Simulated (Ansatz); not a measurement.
# BaSrF4: complex band structure, part 3 of 4

A new crystal, BaSrF4: structure, gap and complex bands. It is built by putting F for I, Sr for Ca in the BaCaI4 structure of space group P2/m, with the volume rescaled by atomic radii. The parent structure comes from the Materials Project.

Ansatz 0.2.0; r2SCAN DFT, plane waves, PAW files (the session's first sound run).

So far, gap on the k-mesh (eV): step 3 (band edges) 6.53.

The structure was built from a prototype and need not be the compound's stable phase.

**6. Decaying states in the gap, plane (001), k-mesh 6×6×4**

Level of this step: r2SCAN DFT, plane waves, PAW files; complex bands by layer matching along the plane's normal (Ansatz).

The same for the (001) plane, at (0, 0), (0.375, 0) and (0.5, 0), to see how the decay depends on direction.

Input file input.yaml:

```yaml
crystal:
  lattice:
    - [4.162047429, 0.0, 0.0]
    - [0.0, 3.889258172, 0.0]
    - [-1.059654442, 0.0, 7.087750416]
  atoms:
    - { symbol: Ba, position: [0.0, 0.5, 0.5] }
    - { symbol: Sr, position: [0.0, 0.0, 0.0] }
    - { symbol: F, position: [0.2597686683, 0.0, 0.3315138601] }
    - { symbol: F, position: [0.2201025157, 0.5, 0.8565727731] }
    - { symbol: F, position: [0.7798974843, 0.5, 0.1434272269] }
    - { symbol: F, position: [0.7402313317, 0.0, 0.6684861399] }
kpoints:
  mp_grid: { grid: [6, 6, 4] }
scf:
  occupations: { method: fixed }
hamiltonian:
  xc: r2scan
output:
  eigenvalues: true
  transmission:
    leads: [[0, 0]]
    kpoints: [[0.0, 0.0], [0.375, 0.0], [0.5, 0.0]]
    e_range: [-1.0, 7.53]
    de: 0.14
```

Started as:

```console
> ansatz run input.yaml --threads 2 --pin off --max-ram 4096MiB --backend cpu --events-out ev --progress --plain --runs-dir out
```

Numbers of over 12 decimals in the logs are rounded to 6 here.

Output:

```text
[...]
Crystal: 6 atoms, lattice volume = 114.731 Å³
Basis set: ecut = 500 eV, 2911 PW (Γ), exchange–correlation on 128×120×216 points (64 copies of the dense FFT grid, shifted against one another)
Bands: 30, of which v1, the nominal top of the filled ones, is band 24 counted from 1 (23 counted from 0)
Symmetry: 4 space group operations
[...]
k-points: 56 of 144
[...]
SCF iter   1: F=—  HF=-12770.712178 eV  |F-HF|=—  |Δ(HF+E_count)|=         —  Δρ=9.26e-3  dr2=1.06e-1  dr2_τ=1.34e-1  ethr=1.77e-3  ⟨swp⟩=5.6  Hψ=7700  notcnv=0  defer=206
[...]
SCF iter   7: F=-12770.878347 eV  HF=-12770.878347 eV  |F-HF|=3.35e-8  |Δ(HF+E_count)|=   1.20e-7  Δρ=6.46e-6  dr2=5.10e-8  dr2_τ=6.21e-9  ethr=2.08e-10  ⟨swp⟩=11.7  Hψ=10139  notcnv=0
SCF 1 converged in 7 iterations: F = -12770.878347 eV  dr2 = 5.10e-8
[...]
transmission: 12 of 36 steps passed
transmission: 24 of 36 steps passed
transmission: 36 of 36 steps passed
SCF converged after 7 iterations
Free energy (F): -12770.878347 eV
[...]
Internal energy: -12770.878347 eV  (E = F + TS)
E sigma→0 (E₀):  -12770.878347 eV
Fermi energy:    2.410254 eV
[...]
--- Band table (eV; the first three rows and the last of 56) ---
  k-point 0: bands = [... 20 lower, 1.9421, 1.9777, 2.1363, 2.3892, 8.9450, 9.5396, 10.6877, 12.0682, ... 2 higher]
  k-point 1: bands = [... 20 lower, 1.8698, 1.9557, 2.0218, 2.2590, 9.1482, 9.5929, 10.5246, 12.0012, ... 2 higher]
  k-point 2: bands = [... 20 lower, 1.8834, 1.8984, 1.9128, 2.1476, 9.3534, 9.7689, 10.2239, 11.9521, ... 2 higher]
  k-point 55: bands = [... 20 lower, 2.0152, 2.1007, 2.1331, 2.3823, 10.3844, 11.3840, 12.7258, 12.8030, ... 2 higher]
--- Transmission ---
  basis      : 173 plane waves across, 12 finite elements along
  points     : 3, as listed
[...]
crystal 0  : F4Sr1Ba1, at the sites [0, 0], period 7.0878 Å: whole cells are its period
[...]
channels       : 0.000000e0 a spin
[...]
slowest decay  : 0.5242 /Å at (0.0000, 0.0000)
```

Elapsed: 18 s, on 2 threads of AMD EPYC 9R45 (Zen 5), shared host; peak memory 0.79 GiB; 27 s of CPU time.

This step gave:

```
decay constant at the filling level, zone centre          : 0.5242 Å⁻¹
decay constant at the filling level, slowest listed point : 0.5242 Å⁻¹
```

K parallel (0, 0); values up to 1.5 1/Å, a degenerate pair printed once or twice; energies at which all values exceed this have no row. The Im kz of the slowest decaying states by energy, zero at the highest filled level on the SCF mesh:

```
energy (eV)  decay 1 (Å⁻¹)  decay 2 (Å⁻¹)  decay 3 (Å⁻¹)  decay 4 (Å⁻¹)
      -1.00         0.0411          0.868           1.14           1.37
      -0.58          0.107          0.797          0.922           1.33
      -0.16          0.203          0.410          0.675          0.827
      -0.02         0.0235          0.279          0.518          0.733
       0.26          0.257          0.363          0.651          0.777
       0.68          0.367          0.441          0.760          0.827
       1.10          0.430          0.492          0.826          0.873
       1.52          0.472          0.530          0.873          0.913
       1.94          0.500          0.560          0.909          0.951
       2.36          0.517          0.583          0.935          0.986
       2.78          0.524          0.601          0.953           1.02
       3.20          0.524          0.615          0.959           1.04
       3.62          0.517          0.626          0.953           1.01
       4.04          0.503          0.633          0.936          0.985
       4.46          0.481          0.638          0.911          0.955
       4.88          0.451          0.639          0.879          0.923
       5.30          0.410          0.637          0.839          0.891
       5.72          0.352          0.630          0.792          0.857
       6.14          0.261          0.616          0.735          0.821
       6.56          0.575          0.670          0.783           1.03
       6.98         0.0929          0.384          0.626          0.746
       7.40         0.0587          0.464          0.597          0.715
```

K parallel (0.375, 0); values up to 1.5 1/Å, a degenerate pair printed once or twice; energies at which all values exceed this have no row. The Im kz of the slowest decaying states by energy, zero at the highest filled level on the SCF mesh:

```
energy (eV)  decay 1 (Å⁻¹)  decay 2 (Å⁻¹)  decay 3 (Å⁻¹)  decay 4 (Å⁻¹)
      -1.00         0.0677         0.0844          0.119          0.285
      -0.58          0.137          0.161          0.551          0.598
      -0.16          0.211          0.292          0.564          0.661
      -0.02          0.274          0.372          0.606          0.684
       0.26          0.313          0.372          0.482          0.671
       0.68          0.451          0.467          0.585          0.743
       1.10          0.530          0.533          0.654          0.797
       1.52          0.576          0.592          0.704          0.841
       1.94          0.612          0.637          0.742          0.878
       2.36          0.640          0.673          0.773          0.909
       2.78          0.662          0.703          0.797          0.934
       3.20          0.680          0.728          0.817          0.953
       3.62          0.694          0.750          0.833          0.969
       4.04          0.705          0.770          0.846          0.983
       4.46          0.713          0.789          0.856          0.996
       4.88          0.714          0.784          0.889           1.01
       5.30          0.710          0.741          0.936          0.999
       5.72          0.704          0.708          0.923          0.954
       6.14          0.675          0.696          0.878          0.906
       6.56          0.640          0.684          0.820          0.856
       6.98          0.600          0.656          0.768          0.802
       7.40          0.552          0.606          0.725          0.746
```

K parallel (0.5, 0); values up to 1.5 1/Å, a degenerate pair printed once or twice; energies at which all values exceed this have no row. Im kz of the slowest decaying states against energy, zero at the highest filled level on the SCF mesh:

```
energy (eV)  decay 1 (Å⁻¹)  decay 2 (Å⁻¹)  decay 3 (Å⁻¹)  decay 4 (Å⁻¹)
      -1.00          0.130          0.487          0.498              -
      -0.58         0.0726         0.0782          0.119          0.281
      -0.16          0.183          0.270          0.541          0.679
      -0.02          0.237          0.352          0.587          0.701
       0.26          0.336          0.458          0.657          0.739
       0.68          0.458          0.558          0.731          0.787
       1.10          0.533          0.625          0.787          0.825
       1.52          0.587          0.675          0.832          0.857
       1.94          0.629          0.714          0.869          0.883
       2.36          0.662          0.745          0.900          0.904
       2.78          0.690          0.771          0.922          0.926
       3.20          0.713          0.793          0.938          0.950
       3.62          0.732          0.813          0.950          0.971
       4.04          0.748          0.831          0.960          0.989
       4.46          0.761          0.848          0.968           1.00
       4.88          0.773          0.864          0.978           1.01
       5.30          0.783          0.878          0.996          0.997
       5.72          0.792          0.882          0.975           1.05
       6.14          0.797          0.871          0.950           0.96
       6.56          0.793          0.845          0.890          0.920
       6.98          0.753          0.806          0.865          0.885
       7.40          0.687          0.751          0.843          0.864
```

At the listed wavevectors the last open channel is at -0.02 eV and the next at +6.56 eV on the grid. At +3.20 eV, the grid energy nearest the filling level (the middle of the gap on the SCF mesh), the slowest state at the listed wavevectors decays with κ = 0.524 Å⁻¹, its amplitude falling by e over 1.9 Å; the first such run, plane (100), gave 0.536 Å⁻¹.

**7. Band edges at another level, cutoff 1500 eV**

This step: r2SCAN DFT, plane waves, JTH PAW files (Ansatz 0.2.0).

The edges again with JTH files, at the same atoms. Against that run the cutoff is 1500 eV against 500.

Input file input.yaml:

```yaml
crystal:
  lattice:
    - [4.1470849737, 0.0, -0.3525975393]
    - [0.0, 3.8892581723, 0.0]
    - [-0.4553897305, 0.0, 7.1520412253]
  atoms:
    - { symbol: Ba, position: [0.0, 0.5, 0.5] }
    - { symbol: Sr, position: [0.0, 0.0, 0.0] }
    - { symbol: F, position: [0.2597686683, 0.0, 0.3315138601] }
    - { symbol: F, position: [0.2201025157, 0.5, 0.8565727731] }
    - { symbol: F, position: [0.7798974843, 0.5, 0.1434272269] }
    - { symbol: F, position: [0.7402313317, 0.0, 0.6684861399] }
kpoints:
  mp_grid: { grid: [4, 6, 4] }
  band_path: { path: [VBM, CBM], npoints: 30 }
scf:
  occupations: { method: fixed }
hamiltonian:
  xc: r2scan
  pseudopotentials: { kind: paw, source: jth }
output:
  eigenvalues: true
```

Output:

```text
Warning: <dir> the checks of this Ba dataset prove no rule for summing its radial tables, as where they were carried onto another mesh than they were made on, and Gregory's rule is taken, under which a leading mesh point left out moves its sums only by what lay on the interval it spanned. That does not make them correct, and they differ from Quantum ESPRESSO's on this file; a re-export a fraction of a mesh step off can move them. hamiltonian.pseudopotentials.radial_quadrature: simpson_from_first_knot sums it by `pw.x`'s rule; on a PAW file no value gives `pw.x`'s numbers. What more to know: hamiltonian.pseudopotentials.radial_quadrature, in the input reference
Warning: <dir> the checks of this Sr dataset prove no rule for summing its radial tables, as where they were carried onto another mesh than they were made on, and Gregory's rule is taken, under which a leading mesh point left out moves its sums only by what lay on the interval it spanned. That does not make them correct, and they differ from Quantum ESPRESSO's on this file; a re-export a fraction of a mesh step off can move them. hamiltonian.pseudopotentials.radial_quadrature: simpson_from_first_knot sums it by `pw.x`'s rule; on a PAW file no value gives `pw.x`'s numbers. What more to know: hamiltonian.pseudopotentials.radial_quadrature, in the input reference
Warning: <dir> the checks of this F dataset prove no rule for summing its radial tables, as where they were carried onto another mesh than they were made on, and Gregory's rule is taken, under which a leading mesh point left out moves its sums only by what lay on the interval it spanned. That does not make them correct, and they differ from Quantum ESPRESSO's on this file; a re-export a fraction of a mesh step off can move them. hamiltonian.pseudopotentials.radial_quadrature: simpson_from_first_knot sums it by `pw.x`'s rule; on a PAW file no value gives `pw.x`'s numbers. What more to know: hamiltonian.pseudopotentials.radial_quadrature, in the input reference
[...]
Crystal: 6 atoms, lattice volume = 114.731 Å³
Basis set: ecut = 1500 eV, 15121 PW (Γ), exchange–correlation on 216×200×384 points (64 copies of the dense FFT grid, shifted against one another)
Bands: 30, of which v1, the nominal top of the filled ones, is band 24 counted from 1 (23 counted from 0)
Symmetry: 4 space group operations
[...]
k-points: 40 of 96
[...]
SCF iter   1: F=—  HF=-12755.756491 eV  |F-HF|=—  |Δ(HF+E_count)|=         —  Δρ=1.06e-1  dr2=1.08e1  dr2_τ=3.41e-1  ethr=3.10e-3  ⟨swp⟩=5.0  Hψ=5459  notcnv=0  defer=151
[...]
SCF iter   9: F=-12752.459116 eV  HF=-12752.459116 eV  |F-HF|=5.42e-9  |Δ(HF+E_count)|=   4.89e-7  Δρ=3.58e-6  dr2=2.04e-8  dr2_τ=1.50e-9  ethr=2.08e-10  ⟨swp⟩=13.3  Hψ=6593  notcnv=0
SCF 1 converged in 9 iterations: F = -12752.459116 eV  dr2 = 2.04e-8
[...]
SCF converged after 9 iterations
Free energy (F): -12752.459116 eV
[...]
Internal energy: -12752.459116 eV  (E = F + TS)
E sigma→0 (E₀):  -12752.459116 eV
Fermi energy:    2.492757 eV
[...]
--- Band table (eV; the first three rows and the last of 40) ---
  k-point 0: bands = [... 20 lower, 2.0193, 2.0596, 2.2098, 2.4721, 8.9782, 9.5514, 10.7165, 12.1250, ... 2 higher]
  k-point 1: bands = [... 20 lower, 1.9404, 2.0359, 2.0977, 2.3383, 9.1718, 9.6177, 10.5518, 12.0923, ... 2 higher]
  k-point 2: bands = [... 20 lower, 1.9658, 1.9697, 1.9926, 2.2213, 9.3521, 9.8402, 10.2306, 12.0873, ... 2 higher]
  k-point 39: bands = [... 20 lower, 2.0865, 2.1662, 2.2032, 2.4716, 10.3962, 11.4265, 12.7534, 12.8386, ... 2 higher]
```

Run time: 56 s. Hardware: 2 threads; peak memory 2 GiB.

Numbers from this step:

```yaml
free_energy: -12752.4591 eV
fermi_energy: 2.493 eV
gap_on_the_k_mesh: 6.485 eV
gap_on_path: 6.484 eV, by band count; negative where bands overlap
direct_gap_on_path: 6.506 eV
edge_places_on_path: 0, 0.6593 1/A along the path
```

Electronic bands along the path, in eV, zero at the Fermi level (highest filled level under fixed occupations); v1 is the highest filled band, c1 the lowest empty one:

```
  point     v4     v3     v2     v1    c1    c2
    VBM  -0.50  -0.49  -0.33   0.00  7.84  8.89
halfway  -0.52  -0.43  -0.38  -0.01  7.28  7.61
    CBM  -0.47  -0.43  -0.28  -0.02  6.49  7.06
```

The searched edges give 6.48 eV, as on the mesh.

**8. Complex bands at another level**

This step: r2SCAN DFT, plane waves, JTH PAW files; complex bands by layer matching along the plane's normal (Ansatz 0.2.0).

The complex bands at that level, over its own gap, at (0, 0) and (0, -0.4479).

Input file input.yaml:

```yaml
crystal:
  lattice:
    - [3.889258172, 0.0, 0.0]
    - [0.0, 7.166524506, 0.0]
    - [0.0, -0.615407377, 4.116298406]
  atoms:
    - { symbol: Ba, position: [0.5, 0.5, 0.0] }
    - { symbol: Sr, position: [0.0, 0.0, 0.0] }
    - { symbol: F, position: [0.0, 0.3315138601, 0.2597686683] }
    - { symbol: F, position: [0.5, 0.8565727731, 0.2201025157] }
    - { symbol: F, position: [0.5, 0.1434272269, 0.7798974843] }
    - { symbol: F, position: [0.0, 0.6684861399, 0.7402313317] }
kpoints:
  mp_grid: { grid: [6, 4, 6] }
scf:
  occupations: { method: fixed }
hamiltonian:
  xc: r2scan
  pseudopotentials: { kind: paw, source: jth }
output:
  eigenvalues: true
  transmission:
    leads: [[0, 0]]
    kpoints: [[0.0, 0.0], [0.0, -0.4479]]
    e_range: [-1.0, 7.48]
    de: 0.21
```

Output:

```text
Warning: <dir> the checks of this Ba dataset prove no rule for summing its radial tables, as where they were carried onto another mesh than they were made on, and Gregory's rule is taken, under which a leading mesh point left out moves its sums only by what lay on the interval it spanned. That does not make them correct, and they differ from Quantum ESPRESSO's on this file; a re-export a fraction of a mesh step off can move them. hamiltonian.pseudopotentials.radial_quadrature: simpson_from_first_knot sums it by `pw.x`'s rule; on a PAW file no value gives `pw.x`'s numbers. What more to know: hamiltonian.pseudopotentials.radial_quadrature, in the input reference
Warning: <dir> the checks of this Sr dataset prove no rule for summing its radial tables, as where they were carried onto another mesh than they were made on, and Gregory's rule is taken, under which a leading mesh point left out moves its sums only by what lay on the interval it spanned. That does not make them correct, and they differ from Quantum ESPRESSO's on this file; a re-export a fraction of a mesh step off can move them. hamiltonian.pseudopotentials.radial_quadrature: simpson_from_first_knot sums it by `pw.x`'s rule; on a PAW file no value gives `pw.x`'s numbers. What more to know: hamiltonian.pseudopotentials.radial_quadrature, in the input reference
Warning: <dir> the checks of this F dataset prove no rule for summing its radial tables, as where they were carried onto another mesh than they were made on, and Gregory's rule is taken, under which a leading mesh point left out moves its sums only by what lay on the interval it spanned. That does not make them correct, and they differ from Quantum ESPRESSO's on this file; a re-export a fraction of a mesh step off can move them. hamiltonian.pseudopotentials.radial_quadrature: simpson_from_first_knot sums it by `pw.x`'s rule; on a PAW file no value gives `pw.x`'s numbers. What more to know: hamiltonian.pseudopotentials.radial_quadrature, in the input reference
Engine: ansatz 0.2.0, x86_64-unknown-linux-gnu
Pseudopotentials: kind: paw
Pseudopotential: Ba, paw, valence charge 10, recommended cutoff 660 eV (normal), Ba.paw.azcp
Pseudopotential: Sr, paw, valence charge 10, recommended cutoff 690 eV (normal), Sr.paw.azcp
Pseudopotential: F, paw, valence charge 7, recommended cutoff 1500 eV (normal), F.paw.azcp
Functional definition: r2SCAN
  parameter k0 = 0.174
  parameter k1 = 0.065
  parameter a1 = 4.9479
  exchange = r2scan_x(k0 = k0, k1 = k1, a1 = a1)
  correlation = r2scan_c
Error: memory limit exceeded: the `transmission` phase of `transmission` needs 7.45 GiB against the run's memory maximum of 4.00 GiB; largest carriers: transmission 6.39 GiB, source scf tables 0.75 GiB, unmodelled-tail allowance 0.30 GiB, source scf state 0.00 GiB; this run sums exchange and correlation above basis.xc_grid: 1 (its plan line states the level, which a resume's fixed deck keeps): xc box scratch, where t [...]
with nothing else changed it takes a maximum of at least 7.46 GiB, with nothing to spare, and 8.20 GiB leaves up to a tenth: --max-ram 8.20GiB where that set the maximum, else more of the term that did, and with no share typed, where 8.20 GiB is over 0.88 of the host's memory or its container's limit, a share of 0.88 or more that holds the maximum too (--max-ram-frac F), where one does; The budget is ten elevenths of [...]
`transmission` follows the SCF: where the deck gives it k-points, a mesh or a band count of its own, those are what to reduce (not on a resume, whose deck is fixed)
```

The job ended after 0.27 s (2 threads; peak memory 0.27 GiB).

The program refused the input before any cycle.

The program's message: “Error: memory limit exceeded: the `transmission` phase of `transmission` needs 7.45 GiB against the run's memory maximum of 4.00 GiB; largest carriers: transmission 6.39 GiB, source scf tables 0.75 Gi …”

(Part 3 of 4 ends here.)

[Logs are printed without paths, hosts, clocks, repeated set-up lines and the standing remarks that a program may print on its own settings, such as how far it seeks lower states.]

[Hosts, paths, dates, database ids (printed as entryN), source tags and the programs' standing remarks are cut or masked in the printed files.]
